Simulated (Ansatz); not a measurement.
## LiVO2 (R-3m): how robust is the cRPA U?

Aim: hold the target of a cRPA run on LiVO2 (R-3m) and move one thing at a time.

Program: Ansatz 0.2.0. Level of theory: constrained RPA on LDA, plane waves, PAW. Results are calculated unless marked as measured.

## Step 1: The structure

It takes space group R-3m (No. 166, trigonal). Conventional cell: a = 2.837 Å, b = 2.837 Å, c = 14.773 Å, α = 90.00°, β = 90.00°, γ = 120.00°. Nearest to Li lie 6 O at 2.12 Å. V has 6 O at 1.98 Å nearest. O has 3 V at 1.98 Å and 3 Li at 2.12 Å nearest. Farther neighbours and most contacts between anions are not listed.

Structure file:

```cif
data_structure
_symmetry_space_group_name_H-M 'P 1'
_symmetry_Int_Tables_number 1
_cell_length_a 5.1898
_cell_length_b 5.1898
_cell_length_c 5.1898
_cell_angle_alpha 31.728
_cell_angle_beta 31.728
_cell_angle_gamma 31.728
_cell_volume 34.33
loop_
_atom_site_label
_atom_site_type_symbol
_atom_site_fract_x
_atom_site_fract_y
_atom_site_fract_z
_atom_site_occupancy
Li1 Li 0.00000 0.00000 0.00000 1
V2 V 0.50000 0.50000 0.50000 1
O3 O 0.24180 0.24180 0.24180 1
O4 O 0.75820 0.75820 0.75820 1
```

The cell and positions come from the Crystallography Open Database and are kept as given unless a step says otherwise. The program's search for lower electronic states was switched off, so nothing shows that the state found is the lowest. The default PAW set here is soft_2. Its files were made with PBE.

## Step 2: Base: V t2g, bands v1 to c2, 8×8×8 mesh, medium accuracy

Constrained RPA screens the interaction with every transition except those inside the target bands, which a later many-body model would treat itself.

Input file input.yaml:

```yaml
crystal:
  lattice:
    - [2.17438413, 4.1806582, -2.17438413]
    - [4.1806582, 2.17438413, -2.17438413]
    - [2.17438413, 2.17438413, -4.1806582]
  atoms:
    - { symbol: Li, position: [0.0, 0.0, 0.0] }
    - { symbol: V, position: [0.5, 0.5, 0.5] }
    - { symbol: O, position: [0.2418, 0.2418, 0.2418] }
    - { symbol: O, position: [0.7582, 0.7582, 0.7582] }
kpoints:
  mp_grid: { grid: [8, 8, 8] }
hamiltonian:
  xc: lda
scf:
  occupations: { method: gaussian, width: 0.08 }
  n_extra_bands: 19
  max_iter: 150
  lower_state_search: "off"
output:
  crpa:
    kmesh: [8, 8, 8]
    target_bands: [v1, c2]
    projections: [{ species: V, l: d, shell: 3, orbitals: [dxz, dyz, dxy] }]
  local_orbitals:
    kmesh: [8, 8, 8]
    orbitals: [{ species: V, l: d, shell: 3, orbitals: [dxz, dyz, dxy] }]
    window: { bands: [v1, c2] }
    seedname: lo
```

Launch:

```bash
ansatz run input.yaml --threads 8 --pin off --max-ram 14745MiB --backend cpu --events-out ev --progress --plain --runs-dir out
```

Numbers of over 12 decimals in the logs are rounded to 6 here.

Log:

```text
scf.n_extra_bands = 19 over 14 filled bands (N_el = 28.0): the run solves 33 bands
Engine: ansatz 0.2.0, aarch64-unknown-linux-gnu
Pseudopotentials: kind: paw
Pseudopotential: Li, paw, valence charge 3, recommended cutoff 420 eV (normal), Li.paw.azcp
Pseudopotential: V, paw, valence charge 13, recommended cutoff 420 eV (normal), V.paw.azcp
Pseudopotential: O, paw, valence charge 6, recommended cutoff 420 eV (normal), O.paw.azcp
Functional definition: SPW92
  exchange = slater_x
  correlation = pw_c
Crystal: 4 atoms, lattice volume = 34.332 Å³
Basis set: ecut = 420 eV, 671 PW (Γ)
Bands: 33, of which v1, the nominal top of the filled ones, is band 14 counted from 1 (13 counted from 0)
Symmetry: 12 space group operations
Space group: R-3m (ITA 166), of the structure as read, at distance tolerance 3.3e-5 Å
k-points: 65 of 512
Non-local potential: Li, projectors of the file, l = 0: 3, l = 1: 2, l = 2: 1
Non-local potential: V, projectors of the file, l = 0: 3, l = 1: 2, l = 2: 3, l = 3: 1
Non-local potential: O, projectors of the file, l = 0: 2, l = 1: 2, l = 2: 1
PAW form: soft (Blöchl's): semilocal exchange-correlation on the pseudo side does not see the compensation charge
PAW frozen core: V, regenerated for the run's functional, and the local potential with it (the file was generated under x = pbe(κ = 0.804, μ = 0.219515), c = pbe(β = 0.066725))
PAW frozen core: O, regenerated for the run's functional, and the local potential with it (the file was generated under x = pbe(κ = 0.804, μ = 0.219515), c = pbe(β = 0.066725))
PAW one-centre angular grid: Li, 110 points (default); XC on 64 Gauss nodes
PAW one-centre angular grid: V, 590 points (default); XC on 64 Gauss nodes
PAW one-centre angular grid: O, 110 points (default); XC on 64 Gauss nodes
Initial density: superposition of atomic densities (neutral atoms: chi_scale 0, normalization atom), corrected by the library's trained network
Initial wavefunctions: pseudopotential atomic-orbital guess
Functional: x = slater, c = lda
SCF iter   1: F=—  HF=-4176.934661 eV  |F-HF|=—  |Δ(HF+E_count)|=         —  Δρ=1.82e-2  dr2=9.98e-2  ethr=1.77e-3  ⟨swp⟩=5.0  Hψ=8809  notcnv=0  defer=213
preconditioner: auto → Kerker (q_TF=auto, 2.637 Å⁻¹)  [metal: Δε(μ)=0.011 eV  Ē_g=22.866 eV  σ=0.080 eV  W_gap=0.08  n_scr=10 (ndim 8)  ℏωp=26.9 eV  f_vac=0.000  D(μ)=4.25/eV (n_scr^D=60)]
SCF iter   2: F=—  HF=-4176.913919 eV  |F-HF|=—  |Δ(HF+E_count)|=   2.07e-2  Δρ=9.44e-3  dr2=3.06e-2  ethr=3.57e-4  ⟨swp⟩=2.0  Hψ=2948  notcnv=0  defer=525
SCF iter   3: F=—  HF=-4176.906781 eV  |F-HF|=—  |Δ(HF+E_count)|=   7.14e-3  Δρ=1.51e-3  dr2=7.13e-4  ethr=1.09e-4  ⟨swp⟩=2.2  Hψ=1771  notcnv=0  defer=525
[...]
SCF 1 converged in 8 iterations: F = -4176.906648 eV  dr2 = 6.47e-9
[...]
NSCF: frozen V_eff on 68 k-points
NSCF: frozen V_eff on 65 k-points
[...]
cRPA screening: q 1/512
cRPA screening: q 2/512
cRPA screening: q 8/512 (q-point 3)
cRPA screening: q 14/512 (q-point 4)
cRPA screening: q 20/512 (q-point 5)
cRPA screening: q 23/512 (q-point 10)
cRPA screening: q 29/512 (q-point 11)
cRPA screening: q 41/512 (q-point 12)
cRPA screening: q 53/512 (q-point 13)
cRPA screening: q 65/512 (q-point 14)
[...]
cRPA screening: q 494/512 (q-point 222)
cRPA screening: q 500/512 (q-point 229)
cRPA screening: q 506/512 (q-point 230)
cRPA screening: q 512/512 (q-point 293)
SCF converged after 8 iterations
Free energy (F): -4176.906648 eV
Harris-Foulkes:  -4176.906648 eV  (|F-HF|=3.91e-9)
Internal energy: -4176.893099 eV  (E = F + TS)
E sigma→0 (E₀):  -4176.899874 eV
Entropy (-TS):   -0.013549 eV (-3.387 meV/atom)
Fermi energy:    11.968859 eV
--- Per-component energies (eV) ---
  E_band       = -269.325684
  E_kinetic    = 709.980118
  E_local      = -2083.278524  (includes V_loc(G=0)·N_el)
  E_nonlocal   = 24.906608
  E_hartree    = 864.343966
  E_xc         = -286.563655
  E_vxc        = -367.321271  (∫ρ·V_xc dr)
  E_paw        = -1373.765490  (= ΣΔE_a)
  E_vpaw       = -282.307384  (= ΣTr[D̂ρ^β])
  E_aug_tail   = 0.005266  (compensation charges beyond the density's cutoff)
  E_ewald      = -2033.061381
  E_core_change = 0.539993  (= ΣΔE_core)
  E_smearing   = -0.013549  (= −TS)
  E_closure    = 0.000000  (closes the sum)
  Σ components = -4176.906648   (vs F -4176.906648, Δ=0.00e0)
--- Band table (eV; the first three rows and the last of 65) ---
  k-point 0: bands = [... 10 lower, 7.8801, 8.4300, 8.4300, 11.6441, 11.6441, 12.3592, 14.7789, 14.7789, ... 15 higher]
  k-point 1: bands = [... 10 lower, 7.5698, 8.1005, 8.1256, 11.6602, 11.9630, 12.4453, 14.4244, 14.7615, ... 15 higher]
  k-point 2: bands = [... 10 lower, 6.0623, 7.6744, 7.8652, 11.4536, 12.4967, 12.7807, 14.3597, 14.7968, ... 15 higher]
  k-point 64: bands = [... 10 lower, 6.4290, 8.3714, 8.3714, 11.6577, 11.6577, 12.5123, 14.7645, 14.7645, ... 15 higher]
--- cRPA (band scheme, projected local orbitals): target bands 14..16 (1-based), 3 Wannier function(s), 8×8×8 mesh, 32 bands' worth read of 37 solved, ecut_chi 136.0 eV, v(q+G=0) probe_charge, pair densities all_electron ---
  bands read: the sum over 32 bands ends inside a degenerate multiplet in 5 slots, whose members it reads at an even weight; the widest, k=0: bands 32 to 33 (counted from 1) at 1/2 each
  χ-basis size per q: N_G = 116..130
  window electrons = 2.0000, filled by tetrahedron_uncorrected; constrained ε̄⁻¹(q = 0, 0) head = 0.230594; min gauge Gram eig = 0.7340
  Kanamori averages over each shell's own Wannier functions (sites counted from 0, functions from 1):
    Site 1, 3D, 3 of 5 d orbitals (Wannier functions 1, 2, 3; wannier90's mr 2, 3, 5):
      screened: U = 4.1347 eV, U' = 3.2239 eV, J = 0.4435 eV
      screened, to within: U = 6.4e-3 eV, U' = 6.4e-3 eV, J = 7.0e-4 eV
      bare: V = 16.6119 eV, V' = 15.3947 eV, J = 0.5873 eV
  Hermiticity witness max|P − P†| over intra, direct and exchange elements: 8.88e-15 eV (screened), 2.02e-20 eV (bare)
  Reality witness max|Im| over intra, direct and exchange elements: 1.01e-20 eV (screened), 1.86e-20 eV (bare)
```

Wall time 8.7 min (8 threads of Arm Neoverse V2, shared host); peak memory 0.85 GiB.

In the SCF lines HF is the Harris–Foulkes energy and dr2 the Hartree energy of the density residual, in eV; the loop may stop once dr2 is under the threshold and the program's other checks hold. Hψ counts applications of the Hamiltonian.

Numbers from this step:

| Item | Value |
| --- | --- |
| U | 4.135 eV |
| U prime (inter-orbital) | 3.224 eV |
| J | 0.4435 eV |
| bare V | 16.61 eV |
| bare J | 0.5873 eV |
| stated bound on U | 0.006355 eV |
| U over bare V | 0.2489 |
| electrons in the window | 2.000 |
| head of the constrained inverse dielectric matrix | 0.2306 |
| least eigenvalue of the projection's overlap | 0.7340 |
| target functions | 3 |
| bands in the sums | 32 |
| r.m.s. miss of the model bands | 0.001963 eV |
| width of the target bands | 2.531 eV |
| weight of the projected orbitals in the window | 0.8715 |

On the V t2g shell, screening brings the on-site interaction from 16.6 eV down to U = 4.13 eV.

## Step 3: Changed: 6×6×6 mesh

input.yaml, the sections that differ from step 2:

```yaml
output:
  crpa:
    kmesh: [6, 6, 6]
    target_bands: [v1, c2]
    projections: [{ species: V, l: d, shell: 3, orbitals: [dxz, dyz, dxy] }]
# crystal, kpoints, hamiltonian, scf: as in step 2
```

Log:

```text
[...]
Crystal: 4 atoms, lattice volume = 34.332 Å³
Basis set: ecut = 420 eV, 671 PW (Γ)
Bands: 33, of which v1, the nominal top of the filled ones, is band 14 counted from 1 (13 counted from 0)
[... 1 set-up line as in the run before ...]
[...]
k-points: 65 of 512
[...]
SCF iter   1: F=—  HF=-4176.934661 eV  |F-HF|=—  |Δ(HF+E_count)|=         —  Δρ=1.82e-2  dr2=9.98e-2  ethr=1.77e-3  ⟨swp⟩=5.0  Hψ=8809  notcnv=0  defer=213
[...]
SCF iter   8: F=-4176.906648 eV  HF=-4176.906648 eV  |F-HF|=3.91e-9  |Δ(HF+E_count)|=   4.60e-8  Δρ=4.18e-6  dr2=6.47e-9  ethr=3.57e-10  ⟨swp⟩=7.5  Hψ=9219  notcnv=0
SCF 1 converged in 8 iterations: F = -4176.906648 eV  dr2 = 6.47e-9
[...]
NSCF: frozen V_eff on 32 k-points
[...]
cRPA screening: q 1/216
cRPA screening: q 2/216
cRPA screening: q 8/216 (q-point 3)
cRPA screening: q 14/216 (q-point 4)
cRPA screening: q 17/216 (q-point 8)
[...]
SCF converged after 8 iterations
Free energy (F): -4176.906648 eV
[...]
Internal energy: -4176.893099 eV  (E = F + TS)
E sigma→0 (E₀):  -4176.899874 eV
Entropy (-TS):   -0.013549 eV (-3.387 meV/atom)
Fermi energy:    11.968859 eV
[...]
--- Band table (eV; the first three rows and the last of 65) ---
  k-point 0: bands = [... 10 lower, 7.8801, 8.4300, 8.4300, 11.6441, 11.6441, 12.3592, 14.7789, 14.7789, ... 15 higher]
  k-point 1: bands = [... 10 lower, 7.5698, 8.1005, 8.1256, 11.6602, 11.9630, 12.4453, 14.4244, 14.7615, ... 15 higher]
  k-point 2: bands = [... 10 lower, 6.0623, 7.6744, 7.8652, 11.4536, 12.4967, 12.7807, 14.3597, 14.7968, ... 15 higher]
  k-point 64: bands = [... 10 lower, 6.4290, 8.3714, 8.3714, 11.6577, 11.6577, 12.5123, 14.7645, 14.7645, ... 15 higher]
[...]
χ-basis size per q: N_G = 120..130
[...]
Site 1, 3D, 3 of 5 d orbitals (Wannier functions 1, 2, 3; wannier90's mr 2, 3, 5):
      screened: U = 4.1499 eV, U' = 3.2391 eV, J = 0.4438 eV
      screened, to within: U = 6.5e-3 eV, U' = 6.5e-3 eV, J = 7.1e-4 eV
      bare: V = 16.6257 eV, V' = 15.4081 eV, J = 0.5875 eV
[...]
```

It took 1.7 min on 8 threads; peak memory 0.67 GiB; 13 min of CPU time.

This step gave:

| Item | Value |
| --- | --- |
| U | 4.150 eV |
| U prime (inter-orbital) | 3.239 eV |
| J | 0.4438 eV |
| bare V | 16.63 eV |
| bare J | 0.5875 eV |
| stated bound on U | 0.006406 eV |
| U over bare V | 0.2496 |
| electrons in the window | 2.000 |
| head of the constrained inverse dielectric matrix | 0.2330 |
| least eigenvalue of the projection's overlap | 0.7369 |
| target functions | 3 |
| bands in the sums | 32 |
| width of the target bands | 2.531 eV |
| weight of the projected orbitals in the window | 0.8715 |

On the V t2g shell, screening brings the on-site interaction from 16.6 eV down to U = 4.15 eV.

## Step 4: Changed: 4×4×4 mesh

Edit input.yaml of step 3 so:

```diff
@@ -21,3 +21,3 @@
   crpa:
-    kmesh: [6, 6, 6]
+    kmesh: [4, 4, 4]
     target_bands: [v1, c2]
```

Log:

```text
[...]
Crystal: 4 atoms, lattice volume = 34.332 Å³
Basis set: ecut = 420 eV, 671 PW (Γ)
Bands: 33, of which v1, the nominal top of the filled ones, is band 14 counted from 1 (13 counted from 0)
[... 1 set-up line as in the run before ...]
[...]
k-points: 65 of 512
[...]
k-point 64: bands = [... 10 lower, 6.4290, 8.3714, 8.3714, 11.6577, 11.6577, 12.5123, 14.7645, 14.7645, ... 15 higher]
[...]
χ-basis size per q: N_G = 120..130
[...]
Site 1, 3D, 3 of 5 d orbitals (Wannier functions 1, 2, 3; wannier90's mr 2, 3, 5):
      screened: U = 4.2174 eV, U' = 3.3044 eV, J = 0.4449 eV
      screened, to within: U = 6.8e-3 eV, U' = 6.8e-3 eV, J = 7.2e-4 eV
      bare: V = 16.6878 eV, V' = 15.4682 eV, J = 0.5887 eV
[...]
[key lines of the parts left out:]
SCF converged after 8 iterations
Free energy (F): -4176.906648 eV
Fermi energy:    11.968859 eV
```

It took 12 s on 8 threads; peak memory 0.57 GiB; 87 s of CPU time.

Numbers from this step:

| Quantity | Value |
| --- | --- |
| U | 4.217 eV |
| U prime (inter-orbital) | 3.304 eV |
| J | 0.4449 eV |
| bare V | 16.69 eV |
| bare J | 0.5887 eV |
| stated bound on U | 0.006709 eV |
| U over bare V | 0.2527 |
| electrons in the window | 2.000 |
| head of the constrained inverse dielectric matrix | 0.2323 |
| least eigenvalue of the projection's overlap | 0.7369 |
| target functions | 3 |
| bands in the sums | 32 |
| width of the target bands | 2.531 eV |
| weight of the projected orbitals in the window | 0.8715 |

On the V t2g shell, screening brings the on-site interaction from 16.7 eV down to U = 4.22 eV.

## Step 5: Changed: one k-point

Edit input.yaml of step 4 so:

```diff
@@ -21,3 +21,3 @@
   crpa:
-    kmesh: [4, 4, 4]
+    kmesh: [1, 1, 1]
     target_bands: [v1, c2]
```

Log:

```text
[...]
Crystal: 4 atoms, lattice volume = 34.332 Å³
Basis set: ecut = 420 eV, 671 PW (Γ)
Bands: 33, of which v1, the nominal top of the filled ones, is band 14 counted from 1 (13 counted from 0)
[... 1 set-up line as in the run before ...]
[...]
k-points: 65 of 512
[...]
k-point 64: bands = [... 10 lower, 6.4290, 8.3714, 8.3714, 11.6577, 11.6577, 12.5123, 14.7645, 14.7645, ... 15 higher]
[...]
χ-basis size per q: N_G = 129..129
[...]
Site 1, 3D, 3 of 5 d orbitals (Wannier functions 1, 2, 3; wannier90's mr 2, 3, 5):
      screened: U = 3.7580 eV, U' = 2.7008 eV, J = 0.5098 eV
      screened, to within: U = 8.1e-3 eV, U' = 8.1e-3 eV, J = 8.0e-4 eV
      bare: V = 19.3718 eV, V' = 18.0474 eV, J = 0.6760 eV
[...]
[key lines of the parts left out:]
SCF converged after 8 iterations
Free energy (F): -4176.906648 eV
Fermi energy:    11.968859 eV
```

Elapsed: 1.1 s, on 8 threads; peak memory 0.42 GiB.

The run ended normally, though the input holds a fault or crude settings.

The fault put into this input: one k-point. It printed U = 3.76 eV, which is no property of the model meant.

## Step 6: Changed: volume +6 %

The cell differs from the one that the last finished run ended in (a 5.190 → 5.292 Å, b 5.190 → 5.292 Å, c 5.190 → 5.292 Å).

input.yaml, the sections that differ from step 5:

```yaml
crystal:
  lattice:
    - [2.2170299398, 4.2626527069, -2.2170299398]
    - [4.2626527069, 2.2170299398, -2.2170299398]
    - [2.2170299398, 2.2170299398, -4.2626527069]
  atoms:
    - { symbol: Li, position: [0.0, 0.0, 0.0] }
    - { symbol: V, position: [0.5, 0.5, 0.5] }
    - { symbol: O, position: [0.2418, 0.2418, 0.2418] }
    - { symbol: O, position: [0.7582, 0.7582, 0.7582] }
output:
  crpa:
    kmesh: [8, 8, 8]
    target_bands: [v1, c2]
    projections: [{ species: V, l: d, shell: 3, orbitals: [dxz, dyz, dxy] }]
  local_orbitals:
    kmesh: [8, 8, 8]
    orbitals: [{ species: V, l: d, shell: 3, orbitals: [dxz, dyz, dxy] }]
    window: { bands: [v1, c2] }
    seedname: lo
# kpoints, hamiltonian, scf: as in step 5
```

Log:

```text
[...]
Crystal: 4 atoms, lattice volume = 36.392 Å³
Basis set: ecut = 420 eV, 695 PW (Γ)
Bands: 33, of which v1, the nominal top of the filled ones, is band 14 counted from 1 (13 counted from 0)
[... 1 set-up line as in the run before ...]
[...]
k-points: 65 of 512
[...]
k-point 64: bands = [... 10 lower, 5.7673, 7.5955, 7.5955, 10.7401, 10.7401, 11.4982, 13.6058, 13.6058, ... 15 higher]
[...]
χ-basis size per q: N_G = 126..137
[...]
Site 1, 3D, 3 of 5 d orbitals (Wannier functions 1, 2, 3; wannier90's mr 2, 3, 5):
      screened: U = 4.0688 eV, U' = 3.1509 eV, J = 0.4463 eV
      screened, to within: U = 6.7e-3 eV, U' = 6.7e-3 eV, J = 7.5e-4 eV
      bare: V = 16.6990 eV, V' = 15.4742 eV, J = 0.5927 eV
[...]
[key lines of the parts left out:]
SCF converged after 8 iterations
Free energy (F): -4176.740013 eV
Fermi energy:    11.024487 eV
```

Wall time 8.9 min (8 threads); peak memory 0.88 GiB; 67 min of CPU time.

Numbers from this step:

* U: 4.069 eV
* U prime (inter-orbital): 3.151 eV
* J: 0.4463 eV
* bare V: 16.70 eV
* bare J: 0.5927 eV
* stated bound on U: 0.006637 eV
* U over bare V: 0.2437
* electrons in the window: 2.000
* head of the constrained inverse dielectric matrix: 0.2278
* least eigenvalue of the projection's overlap: 0.7446
* target functions: 3
* bands in the sums: 32
* r.m.s. miss of the model bands: 0.001772 eV
* width of the target bands: 2.298 eV
* weight of the projected orbitals in the window: 0.8773

On the V t2g shell, screening brings the on-site interaction from 16.7 eV down to U = 4.07 eV.

## Step 7: Side by side

Times are wall times on 8 threads of Arm Neoverse V2, shared host, good to a factor of about two.

```
          run  bare V (eV)  U (eV)  J (eV)  bound on U (eV)  width (eV)     time
target window        16.61   4.135   0.443           0.0064        2.53  8.7 min
   6×6×6 mesh        16.63   4.150   0.444           0.0064        2.53  1.7 min
   4×4×4 mesh        16.69   4.217   0.445           0.0067        2.53     12 s
  volume +6 %        16.70   4.069   0.446           0.0066        2.30  8.9 min
```

## Step 8: Outcome

```json
{
  "target window": "U 4.13 eV, J 0.44 eV",
  "6×6×6 mesh": "U 4.15 eV, J 0.44 eV",
  "4×4×4 mesh": "U 4.22 eV, J 0.44 eV",
  "volume +6 %": "U 4.07 eV, J 0.45 eV"
}
```

6×6×6 mesh moves U by +0.02 eV at 0.19 times the time. 4×4×4 mesh moves U by +0.08 eV at 0.024 times the time. Volume +6 % moves U by −0.07 eV. The printed bound covers the solver alone, not the mesh, and no denser mesh than the base was run. The parent state is non-magnetic and the interaction static (zero frequency); U depends on the window and the orbitals, so it belongs to this model alone.

[Paths, hosts, dates, memory and timing lines, banners, echoed tables and standing remarks are left out of the program output.]

[Logs are printed without paths, hosts, clocks, repeated set-up lines and the standing remarks that a program may print on its own settings, such as how far it seeks lower states.]

[Runs of the session that timed out or met a known fault of the program may be left out.]

[Hosts, paths, dates, database ids (printed as entryN), source tags and the programs' standing remarks are cut or masked in the printed files.]
